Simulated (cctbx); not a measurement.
**Resonant diffraction in NdMo3S9**

Space group P-1 (no. 2), a = 7.2170 Å, b = 11.2150 Å, c = 11.2832 Å, α = 101.14°, β = 108.33°, γ = 107.05°.

| atom | mult. | x | y | z | Ueq (Å²) |
| --- | --- | --- | --- | --- | --- |
| Nd1 | 2 | 0.6913 | 0.3501 | 0.0002 | 0.0085 |
| Mo1 | 2 | 0.0100 | 0.2459 | 0.7350 | 0.0082 |
| Mo2 | 2 | 0.6329 | 0.0718 | 0.2477 | 0.0087 |
| Mo3 | 2 | 0.6860 | 0.5970 | 0.7393 | 0.0119 |
| S1 | 2 | 0.1772 | 0.0942 | 0.7736 | 0.0127 |
| S2 | 2 | 0.6636 | 0.0976 | 0.7686 | 0.0097 |
| S3 | 2 | 0.8429 | 0.1729 | 0.4961 | 0.0110 |
| S4 | 1 | 1/2 | 0 | 0 | 0.0084 |
| S5 | 2 | 0.8121 | 0.4130 | 0.7578 | 0.0125 |
| S6 | 2 | 0.5084 | 0.2607 | 0.2233 | 0.0189 |
| S7 | 2 | 0.3444 | 0.4285 | 0.7861 | 0.0053 |
| S8 | 2 | 0.1391 | 0.3620 | 0.0021 | 0.0094 |
| S9 | 2 | 0.9816 | 0.2464 | 0.2311 | 0.0100 |
| S10 | 1 | 1/2 | 1/2 | 1/2 | 0.0179 |

The model was made for the exercise: a known structure type with other elements put in, its volume estimated, not relaxed; displacement parameters are assumed.

Calculated with cctbx: free-atom f′ and f″ from the Sasaki tables, no fine structure; amplitudes in electrons.

```csv
E (eV),F 0 0 1,F 1 0 1,F 0 2 0,F 0 -2 1
5608,114.9,46.9,29.4,35.7
5958,110.8,45.4,28.1,34.4
6088,107.5,44.2,27.1,33.4
6148,104.3,43.1,26.1,32.4
6178,101.4,42.1,25.2,31.5
6193,98.3,41.0,24.3,30.6
6200,95.6,40.0,23.4,29.7
6204,92.6,38.9,22.5,28.8
6212,94.2,39.6,23.2,29.4
6216,97.4,40.7,24.2,30.4
6223,100.3,41.7,25.0,31.3
6238,103.4,42.8,26.0,32.2
6268,106.3,43.9,26.8,33.1
6358,110.1,45.2,28.0,34.3
6608,111.6,45.8,28.4,34.7
```

**Question.** Which edge is crossed, and why do the reflections move as they do?

The L3 edge of Nd. The edge is at 6208 eV. f′ of Nd falls from -11.8 e at 6088 eV to -19.3 e at 4 eV below it, and f″ steps from 3.56 to 10.63 e across it. Over that approach |F| changes by -14 % (0 0 1), -12 % (1 0 1), -17 % (0 2 0) and -14 % (0 -2 1): a reflection falls where Nd scatters in phase with the total and rises where it scatters against it; it hardly moves where the Nd term is small or cancels by symmetry. Above the edge the larger f″ enters the imaginary part, where it can add to or cancel the other atoms' f″. The structure is centrosymmetric, so Friedel mates stay equal.

[Logs are printed without paths, hosts, clocks, repeated set-up lines and the standing remarks that a program may print on its own settings, such as how far it seeks lower states.]
